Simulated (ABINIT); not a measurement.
# A GW chain in ABINIT: CdS (Greenockite), part 2 of 3

Wanted: ground state, empty states, screening and self-energy for CdS (Greenockite).

ABINIT 10.8.3; PBE and many-body steps on it, plane waves. Known limits of the many-body steps: not at the basis limit; no spin-orbit coupling; coarse k mesh.

So far. Step 2 (Ground state): The gap is direct, at Γ.

## (3) Bands along the symmetry lines

Level of this step: DFT, PBE, plane waves, norm-conserving pseudopotentials (ABINIT).

The cheap functional maps the bands first; the places of the edges decide which points the dearer methods must see.

run.abi reads:

```
acell 3*1.0 Angstrom
rprim 
  4.137000000025 -0.000000000006 0.000000000000
  -2.068500000008 3.582747095481 0.000000000000
  0.000000000000 0.000000000000 6.714400000000
ntypat 2
znucl 48 16
natom 4
typat 1 1 2 2
xred 
  0.666666666667 0.333333333333 0.000000000000
  0.333333333333 0.666666666667 0.500000000000
  0.666666666667 0.333333333333 0.375000000000
  0.333333333333 0.666666666667 0.875000000000
pp_dirpath "pseudos"
pseudos "Cd.upf, S.upf"
ecut 47
iscf -2
irdden 1
kptopt 0
nkpt 39
kpt 
  0.00000000 0.00000000 0.00000000
  0.12500000 0.00000000 0.00000000
  0.25000000 0.00000000 0.00000000
  0.37500000 0.00000000 0.00000000
  0.50000000 0.00000000 0.00000000
  0.45833333 0.08333333 0.00000000
  0.41666666 0.16666666 0.00000000
  0.37500000 0.25000000 0.00000000
  0.33333333 0.33333333 0.00000000
  0.25000000 0.25000000 0.00000000
  0.16666666 0.16666666 0.00000000
  0.08333333 0.08333333 0.00000000
  0.00000000 0.00000000 0.00000000
  0.00000000 0.00000000 0.12500000
  0.00000000 0.00000000 0.25000000
  0.00000000 0.00000000 0.37500000
  0.00000000 0.00000000 0.50000000
  0.12500000 0.00000000 0.50000000
  0.25000000 0.00000000 0.50000000
  0.37500000 0.00000000 0.50000000
  0.50000000 0.00000000 0.50000000
  0.45833333 0.08333333 0.50000000
  0.41666666 0.16666666 0.50000000
  0.37500000 0.25000000 0.50000000
  0.33333333 0.33333333 0.50000000
  0.25000000 0.25000000 0.50000000
  0.16666666 0.16666666 0.50000000
  0.08333333 0.08333333 0.50000000
  0.00000000 0.00000000 0.50000000
  0.50000000 0.00000000 0.50000000
  0.50000000 0.00000000 0.37500000
  0.50000000 0.00000000 0.25000000
  0.50000000 0.00000000 0.12500000
  0.50000000 0.00000000 0.00000000
  0.33333333 0.33333333 0.50000000
  0.33333333 0.33333333 0.37500000
  0.33333333 0.33333333 0.25000000
  0.33333333 0.33333333 0.12500000
  0.33333333 0.33333333 0.00000000
istwfk *1
nband 33
nbdbuf 2
tolwfr 1e-08
nstep 40
prtwf 0
prtvol 0
indata_prefix "in"
outdata_prefix "out"
tmpdata_prefix "tmp"
```

The run is started by

```console
> OMP_NUM_THREADS=1 mpirun -n 4 abinit run.abi > log
```

Numbers of over 12 decimals in the logs are rounded to 6 here.

The log of the run:

```text
.Version 10.8.3 of ABINIT. v10.8.2 released Aug 2026.

 Symmetries : space group P6_3 m c (#186); Bravais hP (primitive hexag.)
[... echo of the input left out ...]
== DATASET  1 ==================================================================
-   mpi_nproc: 4, omp_nthreads: 1 (-1 if OMP is not activated)

--- !DatasetInfo
iteration_state: {dtset: 1, }
dimensions: {natom: 4, nkpt: 39, mband: 33, nsppol: 1, nspinor: 1, nspden: 1, mpw: 10376, }
cutoff_energies: {ecut:  47.0, pawecutdg:  -1.0, }
electrons: {nelect:   5.20000000E+01, charge:   0.00000000E+00, occopt:   1.00000000E+00, tsmear:   1.00000000E-02, }

 Real(R)+Recip(G) space primitive vectors, cartesian coordinates (Bohr,Bohr^-1):
 R(1)=  7.8177970  0.0000000  0.0000000  G(1)=  0.1279133  0.0738508  0.0000000
 R(2)= -3.9088985  6.7704108  0.0000000  G(2)=  0.0000000  0.1477015  0.0000000
 R(3)=  0.0000000  0.0000000 12.6883771  G(3)=  0.0000000  0.0000000  0.0788123
 Unit cell volume ucvol=  6.7159196E+02 bohr^3
 Angles (23,13,12)=  9.00000000E+01  9.00000000E+01  1.20000000E+02 degrees

 getcut: wavevector=  0.0000  0.0000  0.0000  ngfft=  50  50  80
         ecut(hartree)=     47.000   => boxcut(ratio)=   2.04301

--- Pseudopotential description ------------------------------------------------
- Cd Generated using ONCVPSP code by D. R. Hamann
- 48.00000  20.00000  171031                  znucl, zion, pspdat
12 -101130 2 -1 1368                          pspcod,pspxc,lmax,lloc,mmax
     nproj     2     2     2
  pspatm : epsatm=   23.16453630
         --- l  ekb(1:nproj) -->
             0   51.917189    3.534234
             1    8.636196    1.282240
             2    0.687672   -0.678465
 pspatm: atomic psp has been read  and splines computed

- S Generated using ONCVPSP code by D. R. Hamann
- 16.00000   6.00000  171031                  znucl, zion, pspdat
12 -101130 2 -1 1146                          pspcod,pspxc,lmax,lloc,mmax
     nproj     2     2     2
  pspatm : epsatm=    9.01821529
         --- l  ekb(1:nproj) -->
[...]
pspatm: atomic psp has been read  and splines computed

--------------------------------------------------------------------------------

================================================================================
 prteigrs : about to open file out_EIG
 Non-SCF case, kpt    1 (  0.00000  0.00000  0.00000), residuals and eigenvalues=
  2.76E-09  3.45E-09  3.27E-09  9.44E-09  2.74E-09  8.90E-09  2.07E-09  3.15E-09
  2.14E-09  7.79E-09  2.32E-09  6.34E-09  8.18E-09  5.44E-09  4.62E-09  6.18E-09
  7.66E-09  5.01E-09  4.39E-09  9.15E-09  3.70E-09  2.57E-09  4.11E-09  6.80E-09
[...]
9.12E-05
 -3.5653E+00 -3.5653E+00 -2.1346E+00 -2.1345E+00 -2.1344E+00 -2.1344E+00
 -2.1344E+00 -2.1344E+00 -2.9322E-01 -2.7715E-01 -1.2388E-01 -1.2293E-01
 -1.2293E-01 -1.1972E-01 -1.1972E-01 -1.0812E-01 -1.0812E-01 -1.0475E-01
[...]
1.46E-04
[...]
Non-SCF case, kpt   38 (  0.33333  0.33333  0.12500), residuals and eigenvalues=
[...]
Non-SCF case, kpt   39 (  0.33333  0.33333  0.00000), residuals and eigenvalues=
[...]
-8.6945E-02 -8.6945E-02  2.5072E-02  2.5072E-02  4.6733E-02  9.1870E-02
  9.1870E-02  1.0097E-01  3.3009E-01  3.4772E-01  3.4772E-01  4.2348E-01
[...]
--- !ResultsGS
iteration_state: {dtset: 1, }
comment   : Summary of ground state results
lattice_vectors:
- [  7.8177970,  -0.0000000,   0.0000000, ]
- [ -3.9088985,   6.7704108,   0.0000000, ]
- [  0.0000000,   0.0000000,  12.6883771, ]
lattice_lengths: [   7.81780,    7.81780,   12.68838, ]
lattice_angles: [ 90.000,  90.000, 120.000, ] # degrees, (23, 13, 12)
lattice_volume:   6.7159196E+02
convergence: {deltae:  0.000E+00, res2:  0.000E+00, residm:  9.997E-09, diffor:  0.000E+00, }
etotal    :  -3.72830038E+02
entropy   :   0.00000000E+00
fermie    :   1.60565230E-01
cartesian_stress_tensor: null
pressure_GPa: null
xred      :
- [  6.6667E-01,   3.3333E-01,   0.0000E+00, Cd]
- [  3.3333E-01,   6.6667E-01,   5.0000E-01, Cd]
- [  6.6667E-01,   3.3333E-01,   3.7500E-01,  S]
- [  3.3333E-01,   6.6667E-01,   8.7500E-01,  S]
cartesian_forces: null
force_length_stats: {min: null, max: null, mean: null, }

 Integrated electronic density in atomic spheres:
 ------------------------------------------------
 Atom  Sphere_radius  Integrated_density
[...]
================================================================================

 ----iterations are completed or convergence reached----

 Mean square residual over all n,k,spin=   50.320E-10; max=  99.968E-10
 reduced coordinates (array xred) for    4 atoms
[...]
0.666666666667      0.333333333333      0.375000000000
       0.333333333333      0.666666666667      0.875000000000

 cartesian coordinates (angstrom) at end:
    1      2.068500     1.194249     0.000000
    2      3e-12     2.388498     3.357200
    3      2.068500     1.194249     2.517900
    4      3e-12     2.388498     5.875100
 length scales=  1.889726125908  1.889726125908  1.889726125908 bohr
              =  1.000000000000  1.000000000000  1.000000000000 angstroms
 prteigrs : about to open file out_EIG
 Eigenvalues (hartree) for nkpt=  39  k points:
 kpt#   1, nband= 33, wtk=  1.00000, kpt=  0.0000  0.0000  0.0000 (reduced coord)
[...]
kpt#   2, nband= 33, wtk=  1.00000, kpt=  0.1250  0.0000  0.0000 (reduced coord)
[...]
kpt#   3, nband= 33, wtk=  1.00000, kpt=  0.2500  0.0000  0.0000 (reduced coord)
[...]
kpt#  38, nband= 33, wtk=  1.00000, kpt=  0.3333  0.3333  0.1250 (reduced coord)
[...]
0.49161
 kpt#  39, nband= 33, wtk=  1.00000, kpt=  0.3333  0.3333  0.0000 (reduced coord)
[...]
-0.10736   -0.10528   -0.08695   -0.08695    0.02507    0.02507    0.04673    0.09187
   0.09187    0.10097    0.33009    0.34772    0.34772    0.42348    0.43271    0.43271
   0.47932

== END DATASET(S) ==============================================================
================================================================================

 -outvars: echo values of variables after computation  --------
            nband          33
             nkpt          39
          spgroup         186
 [... the other variables as echoed above ...]

 Calculation completed.
```

Elapsed: 100 s, on 4 MPI ranks of Arm Neoverse V1, shared host; peak memory 0.52 GiB.

Numbers from this step:

- gap: 1.198 eV
- k of the valence top: 0, 0, 0
- k of the conduction bottom: 0, 0, 0
- least direct gap: 1.198 eV

The gap is 1.198 eV, as in the run before at this level.

The electronic bands at the labelled points (eV, zero at the top of the highest filled band):

```csv
point,band 23,band 24,band 25,band 26,band 27,band 28,band 29,band 30
Γ,-0.77,-0.05,0.00,0.00,1.20,2.78,6.43,6.43
halfway,-1.94,-1.37,-0.51,-0.37,2.98,3.99,5.48,6.39
M,-2.67,-1.88,-1.31,-0.74,3.71,3.86,5.09,6.40
halfway,-2.71,-2.19,-1.46,-1.20,4.32,4.68,4.91,6.45
K,-3.10,-1.87,-1.87,-1.62,4.61,5.09,5.09,7.15
halfway,-2.39,-1.67,-0.66,-0.63,3.40,4.52,5.54,5.78
Γ,-0.77,-0.05,0.00,0.00,1.20,2.78,6.43,6.43
halfway,-0.67,-0.67,-0.12,-0.12,2.09,2.85,6.28,6.50
A,-0.40,-0.40,-0.40,-0.40,2.84,2.84,6.17,6.17
halfway,-1.34,-1.34,-0.90,-0.90,3.81,3.81,5.40,5.40
L,-1.34,-1.34,-1.34,-1.34,3.46,3.46,5.37,5.37
halfway,-1.96,-1.96,-1.18,-1.18,4.00,4.00,5.70,5.70
H,-2.42,-2.42,-1.13,-1.13,4.38,4.38,6.08,6.08
halfway,-1.36,-1.36,-1.19,-1.19,4.14,4.14,5.40,5.40
A,-0.40,-0.40,-0.40,-0.40,2.84,2.84,6.17,6.17
jump to L,-1.34,-1.34,-1.34,-1.34,3.46,3.46,5.37,5.37
halfway,-2.16,-1.73,-1.13,-0.93,3.31,3.89,5.56,5.62
M,-2.67,-1.88,-1.31,-0.74,3.71,3.86,5.09,6.40
jump to H,-2.42,-2.42,-1.13,-1.13,4.38,4.38,6.08,6.08
halfway,-2.91,-1.88,-1.49,-1.49,4.78,4.78,5.06,6.73
K,-3.10,-1.87,-1.87,-1.62,4.61,5.09,5.09,7.15
```

## (4) Empty states on the mesh, 3×3×2 mesh, 91 bands

The sums over transitions need many empty states on a uniform mesh; this step solves for them.

run.abi reads:

```
acell 3*1.0 Angstrom
rprim 
  4.137000000025 -0.000000000006 0.000000000000
  -2.068500000008 3.582747095481 0.000000000000
  0.000000000000 0.000000000000 6.714400000000
ntypat 2
znucl 48 16
natom 4
typat 1 1 2 2
xred 
  0.666666666667 0.333333333333 0.000000000000
  0.333333333333 0.666666666667 0.500000000000
  0.666666666667 0.333333333333 0.375000000000
  0.333333333333 0.666666666667 0.875000000000
pp_dirpath "pseudos"
pseudos "Cd.upf, S.upf"
ecut 47
ngkpt 3 3 2
nshiftk 1
shiftk 0 0 0
kptopt 1
chksymbreak 0
iscf -2
irdden 1
istwfk *1
nband 91
nbdbuf 8
tolwfr 1e-09
nstep 60
prtvol 0
indata_prefix "in"
outdata_prefix "out"
tmpdata_prefix "tmp"
```

The log of the run:

```text
.Version 10.8.3 of ABINIT. v10.8.2 released Aug 2026.

 Symmetries : space group P6_3 m c (#186); Bravais hP (primitive hexag.)
[... echo of the input left out ...]
== DATASET  1 ==================================================================
-   mpi_nproc: 4, omp_nthreads: 1 (-1 if OMP is not activated)

--- !DatasetInfo
iteration_state: {dtset: 1, }
dimensions: {natom: 4, nkpt: 6, mband: 91, nsppol: 1, nspinor: 1, nspden: 1, mpw: 10374, }
cutoff_energies: {ecut:  47.0, pawecutdg:  -1.0, }
electrons: {nelect:   5.20000000E+01, charge:   0.00000000E+00, occopt:   1.00000000E+00, tsmear:   1.00000000E-02, }

 Real(R)+Recip(G) space primitive vectors, cartesian coordinates (Bohr,Bohr^-1):
 R(1)=  7.8177970  0.0000000  0.0000000  G(1)=  0.1279133  0.0738508  0.0000000
 R(2)= -3.9088985  6.7704108  0.0000000  G(2)=  0.0000000  0.1477015  0.0000000
 R(3)=  0.0000000  0.0000000 12.6883771  G(3)=  0.0000000  0.0000000  0.0788123
 Unit cell volume ucvol=  6.7159196E+02 bohr^3
 Angles (23,13,12)=  9.00000000E+01  9.00000000E+01  1.20000000E+02 degrees

 getcut: wavevector=  0.0000  0.0000  0.0000  ngfft=  50  50  80
         ecut(hartree)=     47.000   => boxcut(ratio)=   2.04301

--- Pseudopotential description ------------------------------------------------
- Cd Generated using ONCVPSP code by D. R. Hamann
- 48.00000  20.00000  171031                  znucl, zion, pspdat
12 -101130 2 -1 1368                          pspcod,pspxc,lmax,lloc,mmax
     nproj     2     2     2
  pspatm : epsatm=   23.16453630
         --- l  ekb(1:nproj) -->
             0   51.917189    3.534234
             1    8.636196    1.282240
             2    0.687672   -0.678465
 pspatm: atomic psp has been read  and splines computed

- S Generated using ONCVPSP code by D. R. Hamann
- 16.00000   6.00000  171031                  znucl, zion, pspdat
12 -101130 2 -1 1146                          pspcod,pspxc,lmax,lloc,mmax
     nproj     2     2     2
  pspatm : epsatm=    9.01821529
         --- l  ekb(1:nproj) -->
[...]
pspatm: atomic psp has been read  and splines computed

--------------------------------------------------------------------------------

================================================================================
 prteigrs : about to open file out_EIG
 Non-SCF case, kpt    1 (  0.00000  0.00000  0.00000), residuals and eigenvalues=
  5.33E-10  5.23E-10  8.53E-10  3.51E-10  3.30E-10  3.73E-10  2.90E-10  9.07E-10
  6.30E-10  1.22E-10  6.12E-10  2.62E-10  5.48E-10  3.66E-10  3.82E-10  1.49E-10
  4.31E-10  1.75E-10  2.85E-10  2.34E-10  4.21E-10  2.80E-10  6.70E-10  2.06E-10
[...]
-3.5653E+00 -3.5653E+00 -2.1346E+00 -2.1345E+00 -2.1344E+00 -2.1344E+00
 -2.1344E+00 -2.1344E+00 -2.9322E-01 -2.7715E-01 -1.2388E-01 -1.2293E-01
 -1.2293E-01 -1.1972E-01 -1.1972E-01 -1.0812E-01 -1.0812E-01 -1.0475E-01
[...]
1.4301E+00  1.4301E+00  1.4397E+00  1.4923E+00  1.4923E+00  1.5031E+00
  1.5155E+00  1.5155E+00  1.5513E+00  1.5621E+00  1.5730E+00  1.5736E+00
  1.5844E+00
 prteigrs : prtvol=0 or 1, do not print more k-points.

--- !ResultsGS
iteration_state: {dtset: 1, }
comment   : Summary of ground state results
lattice_vectors:
- [  7.8177970,  -0.0000000,   0.0000000, ]
- [ -3.9088985,   6.7704108,   0.0000000, ]
- [  0.0000000,   0.0000000,  12.6883771, ]
lattice_lengths: [   7.81780,    7.81780,   12.68838, ]
lattice_angles: [ 90.000,  90.000, 120.000, ] # degrees, (23, 13, 12)
lattice_volume:   6.7159196E+02
convergence: {deltae:  0.000E+00, res2:  0.000E+00, residm:  9.902E-10, diffor:  0.000E+00, }
etotal    :  -3.72830038E+02
entropy   :   0.00000000E+00
fermie    :   1.60565230E-01
cartesian_stress_tensor: null
pressure_GPa: null
xred      :
- [  6.6667E-01,   3.3333E-01,   0.0000E+00, Cd]
- [  3.3333E-01,   6.6667E-01,   5.0000E-01, Cd]
- [  6.6667E-01,   3.3333E-01,   3.7500E-01,  S]
- [  3.3333E-01,   6.6667E-01,   8.7500E-01,  S]
cartesian_forces: null
force_length_stats: {min: null, max: null, mean: null, }

 Integrated electronic density in atomic spheres:
 ------------------------------------------------
 Atom  Sphere_radius  Integrated_density
[...]
================================================================================

 ----iterations are completed or convergence reached----

 Mean square residual over all n,k,spin=   44.498E-11; max=  99.020E-11
 reduced coordinates (array xred) for    4 atoms
[...]
0.333333333333      0.666666666667      0.875000000000

 cartesian coordinates (angstrom) at end:
    1      2.068500     1.194249     0.000000
    2      3e-12     2.388498     3.357200
    3      2.068500     1.194249     2.517900
    4      3e-12     2.388498     5.875100
 length scales=  1.889726125908  1.889726125908  1.889726125908 bohr
              =  1.000000000000  1.000000000000  1.000000000000 angstroms
 prteigrs : about to open file out_EIG
 Eigenvalues (hartree) for nkpt=   6  k points:
 kpt#   1, nband= 91, wtk=  0.05556, kpt=  0.0000  0.0000  0.0000 (reduced coord)
[...]
1.31850    1.31850    1.39234    1.40783    1.42326    1.42326    1.43011    1.43011
   1.43967    1.49226    1.49226    1.50309    1.51546    1.51546    1.55130    1.56212
   1.57302    1.57355    1.58437
 prteigrs : prtvol=0 or 1, do not print more k-points.

== END DATASET(S) ==============================================================
================================================================================

 -outvars: echo values of variables after computation  --------
            nband          91
             nkpt           6
          spgroup         186
 [... the other variables as echoed above ...]

 Calculation completed.
```

It took 77 s on 4 MPI ranks; peak memory 0.42 GiB.

This step gave:

| Property | Result |
| --- | --- |
| gap | 1.198 eV |
| k of the valence top | 0, 0, 0 |
| k of the conduction bottom | 0, 0, 0 |
| least direct gap | 1.198 eV |
| k points computed | 6 |
| lowest point of the top converged band, above the valence top | 34.28 eV |

On this mesh the gap is 1.198 eV.

## (5) Screening, 3×3×2 mesh, 83 bands, screening to 87.1 eV

The RPA dielectric matrix is built and inverted for each q.

This step: RPA screening on PBE, plane waves, norm-conserving pseudopotentials.

Changes to run.abi since step 4:

```diff
@@ -22,10 +22,11 @@
 chksymbreak 0
-iscf -2
-irdden 1
 istwfk *1
-nband 91
-nbdbuf 8
-tolwfr 1e-09
-nstep 60
-prtvol 0
+occopt 1
+irdwfk 1
+optdriver 3
+nband 83
+ecuteps 3.2
+inclvkb 2
+awtr 1
+symchi 1
 indata_prefix "in"
```

The log of the run:

```text
.Version 10.8.3 of ABINIT. v10.8.2 released Aug 2026.

 Symmetries : space group P6_3 m c (#186); Bravais hP (primitive hexag.)
[... echo of the input left out ...]
== DATASET  1 ==================================================================
-   mpi_nproc: 4, omp_nthreads: 1 (-1 if OMP is not activated)

--- !DatasetInfo
iteration_state: {dtset: 1, }
dimensions: {natom: 4, nkpt: 6, mband: 83, nsppol: 1, nspinor: 1, nspden: 1, mpw: 10374, }
cutoff_energies: {ecut:  47.0, pawecutdg:  -1.0, }
electrons: {nelect:   5.20000000E+01, charge:   0.00000000E+00, occopt:   1.00000000E+00, tsmear:   1.00000000E-02, }

 SCREENING: Calculation of the susceptibility and dielectric matrices

 Based on a program developped by R.W. Godby, V. Olevano, G. Onida, and L. Reining.
 Incorporated in ABINIT by V. Olevano, G.-M. Rignanese, and M. Torrent.
.Using double precision arithmetic ; gwpc =  8

[... cell and pseudopotentials left out ...]
--------------------------------------------------------------------------------

 ==== K-mesh for the wavefunctions ====
 Number of points in the irreducible wedge :     6
[... list of points left out ...]
 Together with 12 symmetry operations and time-reversal symmetry
 yields    18 points in the full Brillouin Zone.

 ==== Q-mesh for the screening function ====
 Number of points in the irreducible wedge :     6
[... list of points left out ...]
 Together with 12 symmetry operations and time-reversal symmetry
 yields    18 points in the full Brillouin Zone.

 setmesh: FFT mesh size selected  =    27x   27x   50
          total number of points  =        36450

 vcoul_init : cutoff-mode = AUXILIARY_FUNCTION
 q-points for optical limit:   1
     1)      0.000010    0.000020    0.000030

- screening: taking advantage of time-reversal symmetry
- Maximum band index for partially occupied states nbvw = 26
- Remaining bands to be divided among processors   nbcw = 57
- Number of bands treated by each node ~14

 Number of electrons calculated from density =   52.0000; Expected =   52.0000
 average of density, n =  0.077428
 r_s =    1.4555
 omega_plasma =   26.8414 [eV]

 calculating chi0 at frequencies [eV] :
  1    0.000000E+00    0.000000E+00
  2    0.000000E+00    2.684136E+01

--------------------------------------------------------------------------------
  q-point number  1        q = ( 0.000000, 0.000000, 0.000000) [r.l.u.]
--------------------------------------------------------------------------------
[... chi0 elements left out ...]
 For q-point:  0.000010 0.000020 0.000030
  dielectric constant =  13.5343
  dielectric constant without local fields =  14.3166

  Average fulfillment of the sum rule on Im[epsilon] for q-point    1 :     36.26  [%]
[... wings left out ...]
  q-point number  2        q = ( 0.333333, 0.000000, 0.000000) [r.l.u.]
--------------------------------------------------------------------------------
[... chi0 elements left out ...]
  Average fulfillment of the sum rule on Im[epsilon] for q-point    2 :     41.04  [%]

 [... 4 further q-points ...]
```

Wall time 32 s (4 MPI ranks); peak memory 1.2 GiB.

Numbers from this step:

| Property | Result |
| --- | --- |
| ε∞ with local fields, on this mesh, along the program's q direction | 13.53 |
| the same without local fields | 14.32 |
| plasma frequency | 26.84 eV |
| plane waves in the screening matrix | 185 |

Local fields lower ε∞ by 5 %. On a Γ-centred mesh this coarse the value itself is usually too large, while a short band sum pulls it down.

(Part 2 of 3 ends here.)

[Paths, hosts, dates, memory and timing lines, banners, echoed tables and standing remarks are left out of the program output.]

[Logs are printed without paths, hosts, clocks, repeated set-up lines and the standing remarks that a program may print on its own settings, such as how far it seeks lower states.]

[Runs of the session that timed out or met a known fault of the program may be left out.]

[No measured gap is set beside runs whose start may be inverted or whose files or cutoffs have a known fault.]

[Hosts, paths, dates, database ids (printed as entryN), source tags and the programs' standing remarks are cut or masked in the printed files.]

[G0W0 gaps are taken among the corrected bands and points alone; a level outside them can change the order at an edge.]

[Where Ansatz stands beside ABINIT at settings called matched, ABINIT's density can come from a denser mesh and the files from another edition; pairs whose starting gaps differed by over 0.03 eV were left out, so agreement reads better than it is.]
